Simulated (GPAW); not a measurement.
# A GW chain in GPAW: ZnBr2 (R-3m)

How does a plane-wave GW calculation on ZnBr2 (R-3m) run from the first input to the gap?

Calculated with GPAW 26.7.0; LDA and many-body steps on it, plane waves.

## Step 1: Starting point

Symmetry: R-3m, No. 166, trigonal system. The conventional cell has a = 3.809 Å, b = 3.809 Å, c = 22.056 Å, α = 90.00°, β = 90.00°, γ = 120.00°. Nearest to Zn lie 6 Br at 2.65 Å. Br has 3 Zn at 2.65 Å nearest. Farther neighbours and most contacts between anions are not listed.

The cell and positions are those that the Materials Project relaxed with its own functionals (PBE, PBE+U or r2SCAN), kept fixed.

## Step 2: Ground state

This step: GPAW 26.7.0; DFT, LDA, plane waves, PAW.

The ground-state density comes first.

Contents of run.py:

```python
import json
import numpy as np
from gpaw.mpi import world
from ase import Atoms
from gpaw import GPAW, PW, FermiDirac

atoms = Atoms(['Zn', 'Br', 'Br'],
    cell=[[1.9042942298, 1.0994447862, 7.3520477253],
      [-1.9042942298, 1.0994447862, 7.3520477253],
      [0.0000000000, -2.1988895724, 7.3520477253]],
    scaled_positions=[[0.0000000000, 0.0000000000, 0.0000000000],
      [0.2663220000, 0.2663220000, 0.2663220000],
      [0.7336780000, 0.7336780000, 0.7336780000]],
    pbc=(True, True, True))
calc = GPAW(mode=PW(600),
    xc='LDA',
    kpts={'size': (8, 8, 8), 'gamma': True},
    occupations=FermiDirac(0.001),
    nbands=-7,
    convergence={'density': 1e-6, 'bands': -3},
    maxiter=100,
    txt='gs.txt')
atoms.calc = calc
res = {'energy': atoms.get_potential_energy()}
kpts = calc.get_ibz_k_points()
res['kpts'] = kpts
res['eigenvalues'] = [calc.get_eigenvalues(kpt=k) for k in range(len(kpts))]
res['n_electrons'] = calc.get_number_of_electrons()
calc.write('gs.gpw')

if world.rank == 0:
    with open('result.json', 'w') as f:
        json.dump(res, f, default=lambda x: x.tolist())
```

The run is started by

```bash
$ mpirun -n 4 gpaw python run.py
```

Numbers of over 12 decimals in the logs are rounded to 6 here.

What it wrote:

```text
__  _  _
 | _ |_)|_||  |
 |__||  | ||/\| - 26.7.0

Input parameters:
  mode=PW(ecut=600.0),
  convergence={'density': 1e-06, 'bands': -3},
  kpts=MonkhorstPack(size=(8, 8, 8), gamma=True),
  maxiter=100,
  nbands=-7,
  occupations=Occupations(name='fermi-dirac', width=0.001, fixmagmom=False),
  xc=XC(name='LDA')
  [... matrices ...]
Diagonalizing LCAO Hamiltonian
Converting LCAO to pw mode

       Br

       Br

       Zn

Atoms  # Å, Bohr magnetons
|   | symbol |         x |         y |         z |    initial magnetic moments |
| 0 |     Zn |  0.000000 |  0.000000 |  0.000000 | ( 0.0000,  0.0000,  0.0000) |
| 1 |     Br |  0.000000 | -0.000000 |  5.874036 | ( 0.0000,  0.0000,  0.0000) |
| 2 |     Br | -0.000000 | -0.000000 | 16.182107 | ( 0.0000,  0.0000,  0.0000) |

Unit cell  # Å
| periodic |         x |         y |        z |  lengths |    angles |
|      yes |  1.904294 |  1.099445 | 7.352048 | 7.673834 | 28.736631 |
|      yes | -1.904294 |  1.099445 | 7.352048 | 7.673834 | 28.736631 |
|      yes |  0.000000 | -2.198890 | 7.352048 | 7.673834 | 28.736631 |

Number of symmetries: 12
Symmetry operations  # r_c * U_cc + t_c -> r_c
|    | kind |            matrix            |
|  0 |  E   |  1, 0, 0,  0, 1, 0,  0, 0, 1 |
|  1 |  σ   |  1, 0, 0,  0, 0, 1,  0, 1, 0 |
|  2 |  σ   |  0, 1, 0,  1, 0, 0,  0, 0, 1 |
|  3 |  C3  |  0, 1, 0,  0, 0, 1,  1, 0, 0 |
|  4 |  C3  |  0, 0, 1,  1, 0, 0,  0, 1, 0 |
|  5 |  σ   |  0, 0, 1,  0, 1, 0,  1, 0, 0 |
|  6 |  C2  |  0, 0,-1,  0,-1, 0, -1, 0, 0 |
|  7 |  S6  |  0, 0,-1, -1, 0, 0,  0,-1, 0 |
|  8 |  S6  |  0,-1, 0,  0, 0,-1, -1, 0, 0 |
|  9 |  C2  |  0,-1, 0, -1, 0, 0,  0, 0,-1 |
| 10 |  C2  | -1, 0, 0,  0, 0,-1,  0,-1, 0 |
| 11 |  i   | -1, 0, 0,  0,-1, 0,  0, 0,-1 |

BZ-sampling:
  Number of BZ points: 512
  Number of IBZ points: 65

  Monkhorst-Pack size: [8, 8, 8]
  Monkhorst-Pack shift: [0.0625, 0.0625, 0.0625]

K-points  # in reciprocal-cell coordinates
|     |                                coordinates |     weight |
|   0 | (  0.00000000,   0.00000000,   0.00000000) | 0.00195312 |
|   1 | (  0.12500000,   0.00000000,  -0.12500000) | 0.01171875 |
|   2 | (  0.12500000,   0.00000000,   0.00000000) | 0.01171875 |
|   3 | (  0.12500000,   0.12500000,  -0.12500000) | 0.01171875 |
|   4 | (  0.12500000,   0.12500000,   0.00000000) | 0.01171875 |
|   5 | (  0.12500000,   0.12500000,   0.12500000) | 0.00390625 |
|   6 | (  0.25000000,  -0.12500000,  -0.12500000) | 0.01171875 |
|   7 | (  0.25000000,   0.00000000,  -0.25000000) | 0.01171875 |
|   8 | (  0.25000000,   0.00000000,  -0.12500000) | 0.02343750 |
|   9 | (  0.25000000,   0.00000000,   0.00000000) | 0.01171875 |
| ... |                                            |            |
|  64 | (  0.50000000,   0.50000000,   0.50000000) | 0.00195312 |

Plane wave coefficients: 3119
Cutoff: 600.0 eV

Spin-components: 1 (collinear spins)
Bands:           20
Projectors:      16
Spin-degeneracy: 2
Datatype:        complex128

  Storage: CPU
  Wave functions: 64_875_200 bytes (16_218_800 per core)
  Projectors: 74_606_480 bytes (18_651_620 per core)
  [... matrices ...]
Parallelization:
  kpt:    4
  domain: 1
  band:   1

Density:
  Valence electrons: 26.0
  Components: 1
  Grid points: [45 45 45]
  Charge: 0.0  # |e|

Potential:
  Grid points: [45 45 45]

species:
  Zn:
    name:    Zinc
    Z:       30.0
    valence: 12
    core:    18
    charge:  0.0  # [|e|]
    compensation charges:
      type: gauss
      rc: 0.37  # [Å]
      lmax: 2
    cutoffs:
      filter: 2.14  # [Å]
      core: 2.28  # [Å]
    projectors
    | kind |    occ | energy [eV] | rcut [Å] |
    |   4s |  2.000 |      -6.218 |    1.286 |
    |   4p |  0.000 |      -1.230 |    1.270 |
    |   3d | 10.000 |     -10.426 |    1.180 |
    |    s |        |      20.994 |    1.286 |
    |    p |        |      25.981 |    1.270 |
    |    d |        |      16.786 |    1.180 |

    Using partial waves for Zn as LCAO basis

  Br:
    name:    Bromine
    Z:       35.0
    valence: 7
    core:    28
    charge:  0.0  # [|e|]
    compensation charges:
      type: gauss
      rc: 0.35  # [Å]
      lmax: 2
    cutoffs:
      filter: 1.98  # [Å]
      core: 2.38  # [Å]
    projectors
    | kind |    occ | energy [eV] | rcut [Å] |
    |   4s |  2.000 |     -20.306 |    1.111 |
    |   4p |  5.000 |      -8.003 |    1.111 |
    |    s |        |       6.906 |    1.111 |
    |    p |        |      19.208 |    1.111 |
    |    d |        |       0.000 |    1.111 |

    Using partial waves for Br as LCAO basis

Reference energy: -190412.990480  # eV

eigensolver:
  PPCG
  Converge bands: -3
  niter=2

density mixing:
  MSR1-Mixer
  Pratt-step length: 0.05
  Maximum mixing coefficient: 0.75
  Old densities: 10
  SVD Regularization: 0.005
  Good broyden scale: 1.0
  Trust region scale: 1.0
  Backstep threshold: 4.0
  History deletion threshold: 6.0
  Fourier metric: weight=20.0, sigma=0.015

occupation numbers:
  Fermi-Dirac:
    width: 0.0010  # eV

poisson solver:
  ecut: 4800.0  # eV

xc functional:
  name: None

Initialization done in: 4.416 s

convergence criteria:
- Maximum integral of absolute [dens]ity change: 1e-06 electrons / valence electron
- Maximum [total energy] change in last 3 cyles: 0.0005 eV / valence electron
- Maximum integral of absolute [eigenst]ate change: 4e-08 eV^2 / valence electron
maximum number of iterations: 100

SCF iterations
|iter     |     time |      energy | eigst |  dens |
|iter:   1|  |   -8.798284 | +0.86 |       |
|iter:   2|  |   -8.717039 | -0.60 | -1.34 |
|iter:   3|  |   -8.457953 | -1.06 | -1.38 |
|iter:   4|  |   -8.448977 | -2.22 | -1.92 |
|iter:   5|  |   -8.449073c| -3.96 | -2.47 |
|iter:   6|  |   -8.449020c| -4.48 | -3.33 |
|iter:   7|  |   -8.449021c| -5.44 | -3.69 |
|iter:   8|  |   -8.449021c| -6.46 | -4.22 |
|iter:   9|  |   -8.449021c| -7.53c| -4.78 |
|iter:  10|  |   -8.449021c| -8.14c| -5.73 |
|iter:  11|  |   -8.449021c| -8.64c| -6.21c|

Converged in 11 steps
SCF loop duration: 57.512 s (5.228 s/step)
Energy contributions relative to reference atoms: (reference = -190412.990480)
  [... matrices ...]
Energy contributions:
  Kinetic:          11.038490
  Coulomb:          -9.730790
  Zero:             -0.035661
  External:          0.000000
  Xc:               -9.721061
  Entropy:          -0.000000
  Spinorbit:         0.000000
  ----------------------------
  Free energy:      -8.449021
  Extrapolated:     -8.449021

dipole moment: (0.000000, 0.000000, -41.226876)  # |e|*Ang

Fermi level: 1.635
Eigenvalues  # (at kpt = [0.000, 0.000, 0.000])
| band index |      eig [eV] | occ [0-2] |
|          0 |       -14.234 |     2.000 |
|        ... |               |           |
|          5 |        -5.430 |     2.000 |
|          6 |        -5.430 |     2.000 |
|          7 |        -3.690 |     2.000 |
|          8 |        -0.694 |     2.000 |
|          9 |        -0.448 |     2.000 |
|         10 |        -0.448 |     2.000 |
|         11 |        -0.205 |     2.000 |
|         12 |        -0.205 |     2.000 |
|         13 |         2.823 |     0.000 |
|         14 |         5.148 |     0.000 |
|         15 |         7.579 |     0.000 |
|         16 |         7.579 |     0.000 |
|         17 |         7.594 |     0.000 |
|         18 |        10.573 |     0.000 |
|         19 |        10.827 |     0.000 |

Gap: 2.980 eV
Transition (v -> c):
  (s=0, k=42, n=12, [0.38, 0.38, 0.25]) -> (s=0, k=0, n=13, [0.00, 0.00, 0.00])
Direct/indirect transitions are different
Direct gap: 3.028 eV
Transition at: (s=0, k=0, n=12, [0.00, 0.00, 0.00])
# Writing to gs.gpw (mode='')
  [... matrices ...]
```

It took 64 s on 4 MPI ranks of Arm Neoverse V1, shared host; peak memory 1.1 GiB; 4.3 min of CPU time.

This step gave:

```
total energy               : -8.449 eV
gap                        : 2.980 eV
k of the valence top       : 0.375, 0.375, 0.25
k of the conduction bottom : 0, 0, 0
least direct gap           : 3.028 eV
```

The gap is indirect, with the least direct gap 0.05 eV higher.

## Step 3: Empty states on the mesh, 4×4×4 mesh, 84 bands

The sums over transitions need many empty states on a uniform mesh; this step solves for them.

Contents of run.py:

```python
import json
import numpy as np
from gpaw.mpi import world
from gpaw import GPAW

calc = GPAW('gs.gpw').fixed_density(kpts={'size': (4, 4, 4), 'gamma': True},
    nbands=98,
    convergence={'bands': 84},
    txt='nscf.txt')
calc.write('full.gpw', mode='all')
res = {}
kpts = calc.get_ibz_k_points()
res['kpts'] = kpts
res['eigenvalues'] = [calc.get_eigenvalues(kpt=k) for k in range(len(kpts))]
res['n_electrons'] = calc.get_number_of_electrons()

if world.rank == 0:
    with open('result.json', 'w') as f:
        json.dump(res, f, default=lambda x: x.tolist())
```

The run is started by

```bash
$ mpirun -n 4 gpaw python run.py
```

What it wrote:

```text
Diagonalizing LCAO Hamiltonian
Converting LCAO to pw mode
convergence criteria:
- Maximum integral of absolute [eigenst]ate change: 4e-08 eV^2 / valence electron
maximum number of iterations: 100

SCF iterations
|iter     |     time |      energy | eigst |  dens |
|iter:   1|  |             | +4.31 |       |
|iter:   2|  |             | +3.04 |       |
|iter:   3|  |             | +1.98 |       |
[...]
|iter:  12|  |             | -6.72 |       |
|iter:  13|  |             | -7.32 |       |
|iter:  14|  |             | -7.87c|       |
SCF steps: 14
  __  _  _
 | _ |_)|_||  |
 |__||  | ||/\| - 26.7.0

Input parameters:
  mode=PW(ecut=600.0),
  convergence={'bands': 84},
  gpts=array([45, 45, 45]),
  kpts=MonkhorstPack(size=(4, 4, 4), gamma=True),
  maxiter=100,
  nbands=98,
  occupations=Occupations(name='fermi-dirac', width=0.001, fixmagmom=False),
  parallel={},
  xc=XC(name='LDA')
# Writing to full.gpw (mode='all')
  [... matrices ...]

timing:  # [seconds]
  Total: 0.058  # ━━━━━━━━━━━━━━━━━━━━━━━━━━━━━━━━━━━━━━━━━━━━━━━━━━━━━━━━━━━
```

Elapsed: 86 s, on 4 MPI ranks; peak memory 1.2 GiB; 5.7 min of CPU time.

This step gave:

* gap: 3.020 eV
* k of the valence top: 0.5, 0.5, 0.5
* k of the conduction bottom: 0, 0, 0
* least direct gap: 3.028 eV
* k points computed: 13
* lowest point of the top converged band, above the valence top: 46.09 eV

On this mesh the gap is 3.020 eV. The earlier step found 2.980 eV, so this mesh misses an edge.

## Step 4: Screening and self-energy, 4×4×4 mesh, 74 bands, screening to 50 eV

Now the one-shot GW correction: screening in the RPA, then the self-energy of the levels asked for.

This step: G0W0 on LDA, plane waves, PAW.

Contents of run.py:

```python
import json
import numpy as np
from gpaw.mpi import world
from gpaw.response.g0w0 import G0W0

gw = G0W0('full.gpw',
    filename='gw',
    kpts=[0, 12],
    bands=(11, 15),
    ecut=50,
    nbands=74,
    integrate_gamma='WS',
    ppa=True)
gw.calculate()
res = {mode: {k: v for k, v in r.items() if k != 'sigma_eskwn'}
       for mode, r in gw.all_results.items()}

if world.rank == 0:
    with open('result.json', 'w') as f:
        json.dump(res, f, default=lambda x: x.tolist())
```

The run is started by

```bash
$ mpirun -n 4 gpaw python run.py
```

What it wrote:

```text
Using integrator: PointIntegrator
FrequencyGridDescriptor(from 0.000+0.000j to 0.000+27.211j eV, 2 points)
Nonperiodic BCs:  [False False False]
Using integrator: PointIntegrator
FrequencyGridDescriptor(from 0.000+0.000j to 0.000+27.211j eV, 2 points)
Nonperiodic BCs:  [False False False]
  ___  _ _ _
 |   || | | |
 | | || | | |
 |__ ||_____|
 |___|

BZ k-points: Symmetries present (total): 12

  [... matrices ...]
64 k-points: 4 x 4 x 4 Monkhorst-Pack grid + [1/8,1/8,1/8]
13 k-points in the irreducible part of the Brillouin zone
       k-points in crystal coordinates                weights
   0:     0.00000000    0.00000000    0.00000000          1/64
   1:     0.25000000    0.00000000   -0.25000000          6/64
   2:     0.25000000    0.00000000    0.00000000          6/64
   3:     0.25000000    0.25000000   -0.25000000          6/64
   4:     0.25000000    0.25000000    0.00000000          6/64
   5:     0.25000000    0.25000000    0.25000000          2/64
   6:     0.50000000    0.00000000    0.00000000          3/64
   7:     0.50000000    0.25000000   -0.25000000          6/64
   8:     0.50000000    0.25000000    0.00000000         12/64
   9:     0.50000000    0.25000000    0.25000000          6/64
          ...
  12:     0.50000000    0.50000000    0.50000000          1/64

Distributing spins, k-points and bands (1 x 2 x 4) over 4 processes
Number of blocks: 1

Quasi particle states:
k-points (IBZ indices): [0, 12]
Band range: (11, 15)
  [... matrices ...]
Computational parameters:
Plane wave cut-off: 50 eV
Number of bands: 74
Coulomb cutoff: None
Broadening: 0.1 eV

fxc modes: GW
Kernel: RPA
Using Godby-Needs plasmon-pole approximation:
  Fitting energy: i*E0, E0 = 1.000 Hartree
Summing all q:

Calculating screened Coulomb potential
No Coulomb truncation
FrequencyGridDescriptor(from 0.000+0.000j to 0.000+27.211j eV, 2 points)
Removing empty qpoint cache files...

Calculating chi0 body with:
    Ground state adapter containing:
    Number of spins: 1
    Number of kpoints: 64
    Number of irreducible kpoints: 13
    Number of completely occupied states: 13
    Number of partially occupied states: 13
    Occupied states memory: 18.075943 M / cpu

    Linear response parametrization:
    q_c: [0.0, 0.0, 0.0]
    Number of frequency points: 2
    Planewave cutoff: 50.0
    Number of bands: 74
    Number of planewaves: 69
    Broadening (eta): 1e-06
    comm.size: 4
    kncomm.size: 4
    blockcomm.size: 1

    Memory estimate of potentially large arrays:
        chi0_wGG: 0.145294 M / cpu
Integrating chi0 body.

Symmetries of q_c:
    Direct symmetries (Uq -> q): 12
    Indirect symmetries (TUq -> q): 0
In total 12 allowed symmetries.

  [... matrices ...]
13 groups of equivalent kpoints. 79.6875% reduction.

Integral kind: response function
Integrating chi0 head and wings.

Symmetries of q_c:
    Direct symmetries (Uq -> q): 12
    Indirect symmetries (TUq -> q): 0
In total 12 allowed symmetries.

  [... matrices ...]
13 groups of equivalent kpoints. 79.6875% reduction.

Integral kind: response function wings

Calculating chi0 body with:
    Ground state adapter containing:
    Number of spins: 1
    Number of kpoints: 64
    Number of irreducible kpoints: 13
    Number of completely occupied states: 13
    Number of partially occupied states: 13
    Occupied states memory: 18.075943 M / cpu

[... the further q-points ...]

Results:
f:      Occupation numbers
eps:     KS-eigenvalues [eV]
vxc:     KS vxc [eV]
exx:     Exact exchange [eV]
sigma:   Self-energies [eV]
dsigma:  Self-energy derivatives
Z:       Renormalization factors
qp:      QP-energies [eV]

k-point 0 (0): (0.000, 0.000, 0.000)                GW
band       f     eps     vxc     exx   sigma  dsigma       Z      qp
                                                                   GW
  11   1.000  -0.205 -19.078 -22.604   2.676  -0.244   0.804  -0.888
  12   1.000  -0.205 -19.078 -22.604   2.676  -0.244   0.804  -0.888
  13   0.000   2.823 -13.332  -8.934  -2.754  -0.197   0.835   4.196
  14   0.000   5.148 -11.160  -6.318  -3.307  -0.195   0.837   6.432

k-point 1 (12): (0.500, 0.500, 0.500)                GW
band       f     eps     vxc     exx   sigma  dsigma       Z      qp
                                                                   GW
  11   1.000  -0.197 -19.096 -22.617   2.674  -0.244   0.804  -0.877
  12   1.000  -0.197 -19.096 -22.617   2.674  -0.244   0.804  -0.877
  13   0.000   3.422 -15.352 -10.589  -2.819  -0.210   0.826   5.029
  14   0.000   5.050 -11.106  -6.366  -3.253  -0.194   0.838   6.295
```

Elapsed: 3.7 min, on 4 MPI ranks; peak memory 2.6 GiB.

Numbers from this step:

| Quantity | Value |
| --- | --- |
| G0W0 gap on the points computed | 5.074 eV |
| least direct G0W0 gap on the computed points | 5.085 eV |
| Z at the valence top | 0.8041 |
| Z at the conduction bottom | 0.8353 |
| starting gap on the mesh | 3.020 eV |
| k of the valence top | 0.5, 0.5, 0.5 |
| k of the conduction bottom | 0, 0, 0 |

The gap on the mesh goes from 3.02 eV to 5.07 eV, a correction of +2.05 eV. The start differs from the 2.98 eV found before because the two sample other k points.

Limits: finite bands, cutoff and mesh; no spin-orbit coupling. v1 is the top filled band, c1 the lowest empty one. The levels before and after the correction (eV, zero at the valence-band top of each column):

|  | conduction bottom | valence top |
| --- | --- | --- |
| Kohn-Sham | 3.02 | 0.00 |
| G0W0 | 5.07 | 0.00 |

|  | level | energy (eV) |
| --- | --- | --- |
| Kohn-Sham | Γ v2-v1 | -0.008 |
| Kohn-Sham | Γ c1 | 3.020 |
| Kohn-Sham | Γ c2 | 5.344 |
| Kohn-Sham | (0.5 0.5 0.5) v2-v1 | 0.000 |
| Kohn-Sham | (0.5 0.5 0.5) c1 | 3.618 |
| Kohn-Sham | (0.5 0.5 0.5) c2 | 5.247 |
| G0W0 | Γ v2-v1 | -0.011 |
| G0W0 | Γ c1 | 5.074 |
| G0W0 | Γ c2 | 7.309 |
| G0W0 | (0.5 0.5 0.5) v2-v1 | 0.000 |
| G0W0 | (0.5 0.5 0.5) c1 | 5.906 |
| G0W0 | (0.5 0.5 0.5) c2 | 7.172 |

## Step 5: Where the time went

Times are wall times on 4 MPI ranks of Arm Neoverse V1, shared host, good to a factor of about two.

| step | time | share | memory (GiB) |
| --- | --- | --- | --- |
| ground state | 64 s | 17 % | 1.1 |
| empty states on the mesh | 86 s | 23 % | 1.2 |
| screening and self-energy | 3.7 min | 60 % | 2.6 |

## Step 6: Results

```yaml
lda_gap: 2.98 eV, indirect (only 48 meV under the direct gap)
g0w0_gap_on_the_mesh: 5.07 eV
g0w0_gap_over_the_zone_rigid_shift: 5.03 eV
gw_settings: 4×4×4 mesh, 74 bands, screening to 50 eV, Godby-Needs plasmon pole
known_limits: not at the basis limit; no spin-orbit coupling
```

In words: G0W0 moves the gap on the mesh from 3.02 eV to 5.07 eV (+2.05 eV), with Z of 0.80 and 0.84 at the edges. The mesh misses the band edges by 0.04 eV in all; a rigid shift gives 5.03 eV for the zone. Only 2 of the mesh's irreducible points were corrected, so a valley elsewhere could overtake. The dearest step here is «screening and self-energy». Bands and cutoff are finite, so the gap is not at the basis limit. The miss can reach some tenths of an eV and take either sign; the mesh is an error of its own. These stock PAW sets were not made for GW; the filled d or f shell of Br lies in the frozen core, which bears on start and correction. In the G0W0 run levels were corrected at 2 k points alone, so a gap called «on the mesh» is the least over those, and an edge elsewhere would be missed. The many-body steps are scalar-relativistic: spin-orbit coupling is not in them.

[Paths, hosts, dates, memory and timing lines, banners, echoed tables and standing remarks are left out of the program output.]

[Logs are printed without paths, hosts, clocks, repeated set-up lines and the standing remarks that a program may print on its own settings, such as how far it seeks lower states.]

[Runs of the session that timed out or met a known fault of the program may be left out.]

[Hosts, paths, dates, database ids (printed as entryN), source tags and the programs' standing remarks are cut or masked in the printed files.]
